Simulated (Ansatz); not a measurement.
# Te on Cu(111): change of the work function, part 2 of 2

How does one ordered layer of Te (fcc site) change the work function of Cu(111), and what dipole does each adsorbate carry?

Ansatz 0.2.0; plane-wave DFT, r2SCAN, Ansatz PAW (the session's first sound run).

So far, work function, upper face (eV): step 2 (the clean slab, r2SCAN) 4.82; step 3 (the covered slab, r2SCAN) 4.91; step 5 (the 0.25 ML cell at another level of theory, cutoff 1251.72 eV, functional PBE, PBE norm-conserving) 4.72; step 6 (the 0.25 ML cell at another level of theory, cutoff 420 eV, functional LDA) 4.96; step 7 (the 0.25 ML cell at another level of theory, cutoff 420 eV, functional RPBE) 4.64.

## Step 9: Varying the input

This step: plane-wave DFT, r2SCAN, Ansatz PAW, but for the change named below (Ansatz 0.2.0).

A run with a changed input: it repeats the earlier run at 0.25 ML with scf.mixing.algorithm to broyden, scf.mixing.beta to 0.05 and hamiltonian.xc from r2scan to lda; its output block differs too.

File input.yaml:

```yaml
crystal:
  lattice:
    - [5.1053109602, 1.0e-10, 0.0]
    - [2.5526554801, 4.4213289858, 0.0]
    - [0.0, 0.0, 26.5701409385]
  atoms:
    - { symbol: Cu, position: [0.0, 0.0, 0.3387260919] }
    - { symbol: Cu, position: [0.1666666667, 0.1666666667, 0.4171688249] }
    - { symbol: Cu, position: [0.3333333333, 0.3333333333, 0.4940303532] }
    - { symbol: Cu, position: [0.0, 0.0, 0.5701257571] }
    - { symbol: Cu, position: [0.0, 0.5, 0.3387260919] }
    - { symbol: Cu, position: [0.1666666667, 0.6666666667, 0.4171688249] }
    - { symbol: Cu, position: [0.3333333333, 0.8333333333, 0.4940303532] }
    - { symbol: Cu, position: [0.0, 0.5, 0.5701257571] }
    - { symbol: Cu, position: [0.5, 0.0, 0.3387260919] }
    - { symbol: Cu, position: [0.6666666667, 0.1666666667, 0.4171688249] }
    - { symbol: Cu, position: [0.8333333333, 0.3333333333, 0.4940303532] }
    - { symbol: Cu, position: [0.5, 0.0, 0.5701257571] }
    - { symbol: Cu, position: [0.5, 0.5, 0.3387260919] }
    - { symbol: Cu, position: [0.6666666667, 0.6666666667, 0.4171688249] }
    - { symbol: Cu, position: [0.8333333333, 0.8333333333, 0.4940303532] }
    - { symbol: Cu, position: [0.5, 0.5, 0.5701257571] }
    - { symbol: Te, position: [0.1666666667, 0.1666666667, 0.6612739081] }
kpoints:
  mp_grid: { grid: [7, 7, 1] }
hamiltonian:
  xc: lda
scf:
  occupations: { method: fermi_dirac, width: 0.1 }
  convergence: { dr2_threshold: 1.0e-08 }
  mixing: { algorithm: broyden, beta: 0.05 }
efield:
  axis: 3
  dipole_correction: true
  ramp_position: 0.97
  ramp_width: 0.06
relax:
  f_tol: 0.02
  max_steps: 60
  constraints: [{ sites: [0, 1, 4, 5, 8, 9, 12, 13] }]
output:
  bader: true
  dos: { projected: true, e_range: [-8, 4] }
  write_potential: true
  write_density: true
  volumetric_format: npy
```

The run is started by

```bash
> ansatz run input.yaml --threads 4 --pin off --max-ram 12288MiB --backend cpu --events-out ev --progress --plain --runs-dir out
```

The job ended after 3.3 min (4 threads of Intel Xeon Gold 6455B (Sapphire Rapids), shared host; peak memory 2.9 GiB).

Step by step:

```csv
step,energy less that of the first step (eV),largest force component (eV/Å)
1,0.0000,2.8355
2,-0.5150,2.0601
3,-0.7356,1.6226
4,-0.8653,0.7148
5,-0.8933,0.1361
6,-0.8944,0.0055
```

Forces are held to the 6 operations that the run works with; a distortion that breaks them can't arise in this run.

The atoms that moved most (Å):

```
atom      dx      dy      dz  length
Te17   0.000   0.000  -0.589   0.589
 Cu4  -0.043  -0.025  -0.116   0.126
Cu12   0.043  -0.025  -0.116   0.126
 Cu8   0.000   0.050  -0.116   0.126
Cu16   0.000   0.000  -0.079   0.079
Cu15   0.000   0.000  -0.067   0.067
 Cu7   0.000  -0.008  -0.065   0.066
Cu11  -0.007   0.004  -0.065   0.066
```

The relaxed structure:

```cif
data_structure
_symmetry_space_group_name_H-M 'P 1'
_symmetry_Int_Tables_number 1
_cell_length_a 5.1053
_cell_length_b 5.1053
_cell_length_c 26.5701
_cell_angle_alpha 90.000
_cell_angle_beta 90.000
_cell_angle_gamma 60.000
_cell_volume 599.75
loop_
_atom_site_label
_atom_site_type_symbol
_atom_site_fract_x
_atom_site_fract_y
_atom_site_fract_z
_atom_site_occupancy
Cu1 Cu 0.00000 0.00000 0.33873 1
Cu2 Cu 0.16667 0.16667 0.41717 1
Cu3 Cu 0.33421 0.33421 0.49157 1
Cu4 Cu 0.99440 0.99440 0.56575 1
Cu5 Cu 0.00000 0.50000 0.33873 1
Cu6 Cu 0.16667 0.66667 0.41717 1
Cu7 Cu 0.33421 0.83158 0.49157 1
Cu8 Cu 0.99440 0.51120 0.56575 1
Cu9 Cu 0.50000 0.00000 0.33873 1
Cu10 Cu 0.66667 0.16667 0.41717 1
Cu11 Cu 0.83158 0.33421 0.49157 1
Cu12 Cu 0.51120 0.99440 0.56575 1
Cu13 Cu 0.50000 0.50000 0.33873 1
Cu14 Cu 0.66667 0.66667 0.41717 1
Cu15 Cu 0.83333 0.83333 0.49153 1
Cu16 Cu 0.50000 0.50000 0.56714 1
Te17 Te 0.16667 0.16667 0.63910 1
```

This step gave:

| Property | Result |
| --- | --- |
| energy at zero smearing | -111714.6167 eV |
| work function, upper face | 4.932 eV |
| dipole along the normal | 0.02891 e·Å |
| step between the vacuum levels | -0.2317 eV |

The density of states has structure finer than the step of the table below, so its rows give means over 0.25 eV, whole bins alone (the curve runs from -8 to 1.98 eV). Peaks (eV: height): -3.100: 83.2, -2.920: 106, -2.740: 100, -2.410: 89.5, -2.020: 77.5, -1.710: 82.4, -1.620: 99.5.

The density of states by energy, zero at the Fermi level; means over each step:

| energy (eV) | density of states (states/eV a cell) |
| --- | --- |
| -7.75 | 1.34 |
| -7.50 | 2.15 |
| -7.25 | 1.76 |
| -7.00 | 3.05 |
| -6.75 | 2.13 |
| -6.50 | 1.29 |
| -6.25 | 3.67 |
| -6.00 | 3.53 |
| -5.75 | 3.64 |
| -5.50 | 7.55 |
| -5.25 | 9.32 |
| -5.00 | 16.3 |
| -4.75 | 17.0 |
| -4.50 | 22.9 |
| -4.25 | 31.7 |
| -4.00 | 25.4 |
| -3.75 | 31.9 |
| -3.50 | 40.4 |
| -3.25 | 51.9 |
| -3.00 | 65.7 |
| -2.75 | 50.0 |
| -2.50 | 58.0 |
| -2.25 | 51.2 |
| -2.00 | 60.0 |
| -1.75 | 66.1 |
| -1.50 | 42.5 |
| -1.25 | 7.76 |
| -1.00 | 12.4 |
| -0.75 | 5.06 |
| -0.50 | 4.64 |
| -0.25 | 9.86 |
| 0.00 | 2.35 |
| 0.25 | 6.02 |
| 0.50 | 3.15 |
| 0.75 | 8.29 |
| 1.00 | 4.61 |
| 1.25 | 5.49 |
| 1.50 | 4.61 |
| 1.75 | 5.89 |

Projected DOS per atom over height of the atomic layer and energy from the Fermi level. Layers: Cu4 Cu4 Cu4 Cu4 Te from below.

Ten even steps from '0' (0.03 states/eV) to '9' (5.00 states/eV), each cell a mean:
```
00000
00000
00000
00001
00001
00001
00003
53221
97760
75661
96561
45671
34352
24431
13321
01210
00000
00000
00000
00000
00000
00000
```
Columns: height of the atomic layer (Å) from 9 to 17.0; rows upwards: energy from the Fermi level (eV) from -7.96 to 1.95.

```csv
quantity,this run,earlier run,difference
"work function, upper face (eV)",4.932,4.909,0.023
"work function, lower face (eV)",5.164,4.837,0.33
dipole along the normal (e·Å),0.02891,-0.008953,0.038
```

What moves beyond 0.01 in its unit (for the dipole 0.5 % and 5e-5 e·Å): dipole along the normal (+0.0379 e·Å), work function, lower face (+0.326 eV) and work function, upper face (+0.023 eV).

## Step 10: The same run with other settings

This step: plane-wave DFT, r2SCAN, Ansatz PAW (Ansatz 0.2.0).

System of this step: Cu(111). The cell holds 4 atoms: 4 Cu. Cell: a = 2.553 Å, b = 2.553 Å, c = 24.253 Å, α = 90.0°, β = 90.0°, γ = 60.0°. Vacuum lies along c.

An input spoilt on purpose, to show how the run answers: it repeats the earlier run at 0 ML with efield.axis from 3 to 0, and scf.max_iter set to 75.

File input.yaml:

```yaml
crystal:
  lattice:
    - [2.5526554801, 0.0, 0.0]
    - [1.27632774, 2.2106644929, 0.0]
    - [0.0, 0.0, 24.2527034153]
  atoms:
    - { symbol: Cu, position: [0.0, 0.0, 0.3710926508] }
    - { symbol: Cu, position: [0.3333333333, 0.3333333333, 0.4570308836] }
    - { symbol: Cu, position: [0.6666666667, 0.6666666667, 0.5429691164] }
    - { symbol: Cu, position: [0.0, 0.0, 0.6289073492] }
kpoints:
  mp_grid: { grid: [13, 13, 1] }
hamiltonian:
  xc: r2scan
scf:
  occupations: { method: fermi_dirac, width: 0.1 }
  convergence: { dr2_threshold: 1.0e-08 }
  max_iter: 75
efield:
  axis: 0
  dipole_correction: true
  ramp_position: 0.97
  ramp_width: 0.06
relax:
  f_tol: 0.02
  max_steps: 60
  constraints: [{ sites: [0, 1] }]
output:
  write_potential: true
  write_density: true
  volumetric_format: npy
```

Run time: 0.04 s. Hardware: 4 threads; peak memory 0.044 GiB.

The program refused the input before any cycle.

The program's message: “Error: invalid value for `efield.axis`: must be in [1, 3]; got 0”

The fault put into the input: an axis of 0, outside the range 1 to 3.

## Step 11: Results

```yaml
work_function_of_the_clean_face: 4.82 eV
work_function_at_0p25_ml: 4.91 eV
dipole_per_adsorbate_at_0p25_ml_positive_end_outwards: -0.06 D
```

In words: Te changes the work function of Cu(111) by less than 0.15 eV at every coverage run, which is within the error of so thin a slab. One coverage alone was completed, so no trend follows. The slab has 4 layers, at the tabulated experimental lattice constant, one starting site was run, and quantum-size effects of a slab this thin can reach one or two tenths of an eV.

[Logs are printed without paths, hosts, clocks, repeated set-up lines and the standing remarks that a program may print on its own settings, such as how far it seeks lower states.]

[Hosts, paths, dates, database ids (printed as entryN), source tags and the programs' standing remarks are cut or masked in the printed files.]

[Maps of the electrostatic potential energy from Ansatz leave out the sawtooth potential of an applied field or a dipole correction, so their vacuum need not be flat; planar profiles and work functions include it.]
